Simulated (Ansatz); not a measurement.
Planning a GW calculation on CO2 (Pa-3).

```yaml
crystal:
  lattice:
    - [5.49707, 0.00000, 0.00000]
    - [0.00000, 5.49707, 0.00000]
    - [0.00000, 0.00000, 5.49707]
  atoms:
    - { symbol: C, position: [0.00000, 0.00000, 0.00000] }
    - { symbol: C, position: [0.50000, 0.00000, 0.50000] }
    - { symbol: C, position: [0.50000, 0.50000, 0.00000] }
    - { symbol: C, position: [0.00000, 0.50000, 0.50000] }
    - { symbol: O, position: [0.12254, 0.12254, 0.12254] }
    - { symbol: O, position: [0.37746, 0.87746, 0.62254] }
    - { symbol: O, position: [0.62254, 0.37746, 0.87746] }
    - { symbol: O, position: [0.87746, 0.62254, 0.37746] }
    - { symbol: O, position: [0.87746, 0.87746, 0.87746] }
    - { symbol: O, position: [0.62254, 0.12254, 0.37746] }
    - { symbol: O, position: [0.37746, 0.62254, 0.12254] }
    - { symbol: O, position: [0.12254, 0.37746, 0.62254] }
```

The cell and positions are those that the Materials Project relaxed with its own functionals (PBE, PBE+U or r2SCAN), kept fixed.

Runs so far (Ansatz 0.2.0, start PBE, PAW set soft_1 files, 2×2×2 mesh). Times are wall times on 1 × NVIDIA H100 80GB HBM3 (shared by 3 runs) with 4 threads of AMD EPYC 7R13 (Zen 3), shared host, good to a factor of about two.

| bands summed | cutoff (eV) | gap on the mesh (eV) | time |
| --- | --- | --- | --- |
| 165 | 50 | 10.360 | 6.1 s |
| 409 | 100 | 10.419 | 8.1 s |
| 724 | 150 | 10.546 | 11 s |

What should the next rung give, with 1262 bands and screening to 220 eV, and where is the limit?

The error falls about as one over the bands when the cutoff rises with them. A line through the two highest rungs given predicts 10.616 eV; the run gave 10.631 eV, close to it. The two highest rungs put the limit near 10.747 eV, the pair below near 10.710 eV; their difference is a rough measure of what is unsettled in bands and cutoff; the mesh is a separate error.

Gaps are over the mesh's points; an edge off the mesh would be missed. Limits: not at the basis limit; coarse k mesh.

[Paths, hosts, dates, memory and timing lines, banners, echoed tables and standing remarks are left out of the program output.]

[Logs are printed without paths, hosts, clocks, repeated set-up lines and the standing remarks that a program may print on its own settings, such as how far it seeks lower states.]

[Runs of the session that timed out or met a known fault of the program may be left out.]

[Cells called generated may have been cut or substituted from an entry of the Crystallography Open Database or the Materials Project.]

[Hosts, paths, dates, database ids (printed as entryN), source tags and the programs' standing remarks are cut or masked in the printed files.]
